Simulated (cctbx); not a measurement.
# Lattice, Laue class and space group of a new crystal

Cell: a = 12.6350 Å, b = 12.6350 Å, c = 5.5430 Å, α = 90.00°, β = 90.00°, γ = 120.00°. Expected content of the cell: Dy18 Co24.

The data are simulated with cctbx, not measured: Mo Kα, λ = 0.71073 Å, to d = 0.65 Å, 70 % of the full sphere, strongest reflection 70000 counts, noise from counting, a 1.5 % proportional error and a noise floor of 15 counts (s.d.); no absorption.

Tests on the unmerged data give:

```text
8200 reflections to d = 0.650 A
centring   violations  <I/sigma> of those
    A       1292 of  4043     10.1
    B       1324 of  4110     10.2
    C       1318 of  4111     10.1
    I       1304 of  4090     10.1
    R          0 of  5446     -0.0
    F       1967 of  6132     10.2
Laue class    unique    Rint  (classes that these axes allow; Friedel mates merged)
R -3 :H           651   0.016
R -3 m :H         367   0.038
space group    extra absences  I>4sigma  <I/sigma>
R 3 2 :H                0          0         -  acentric
R 3 m :H                0          0         -  acentric
R -3 m :H               0          0         -  centric
Wilson B = 1.52 A^2   <|E^2-1|> = 0.719 (0.968 centric, 0.736 acentric)   E^2>4: 1.1 %
shell (A)         n   <I/sigma>
 6.32 - 1.30     51     72.0
 1.30 - 1.03     47     65.9
 1.03 - 0.90     46     59.2
 0.90 - 0.82     43     59.1
 0.82 - 0.76     47     51.4
 0.76 - 0.72     45     40.2
 0.72 - 0.68     40     41.0
 0.68 - 0.65     48     42.6
```

Q: Read the symmetry from these tables.

The reflections that R centring forbids are absent (⟨I/σ⟩ near 0), so the lattice is R.

Rint stays low (0.016 to 0.038) up to R -3 m :H, the highest class in these axes.

3 settings pass the absence test. No glide or screw absences show, which leaves R 3 2, R 3 m and R -3 m.

⟨|E²−1|⟩ = 0.719 leans to a non-centrosymmetric structure. Here that hint misleads, because twinning averages intensities and lowers the statistic. The Wilson B of 1.52 Å² means U ≈ 0.0193 Å².

The true group is R-3 (no. 148), Laue class -3, centrosymmetric. It isn't in the list: the twinning raises the apparent Laue symmetry.

The crystal is twinned by the law (-1 0 0 -1 1 0 0 0 -1) with a minor fraction of 0.47; Rint in the higher class falls towards the noise as the fraction nears 1/2.

The model was made for the exercise: a known structure type with other elements put in, its volume estimated, not relaxed; displacement parameters are assumed.

[Logs are printed without paths, hosts, clocks, repeated set-up lines and the standing remarks that a program may print on its own settings, such as how far it seeks lower states.]
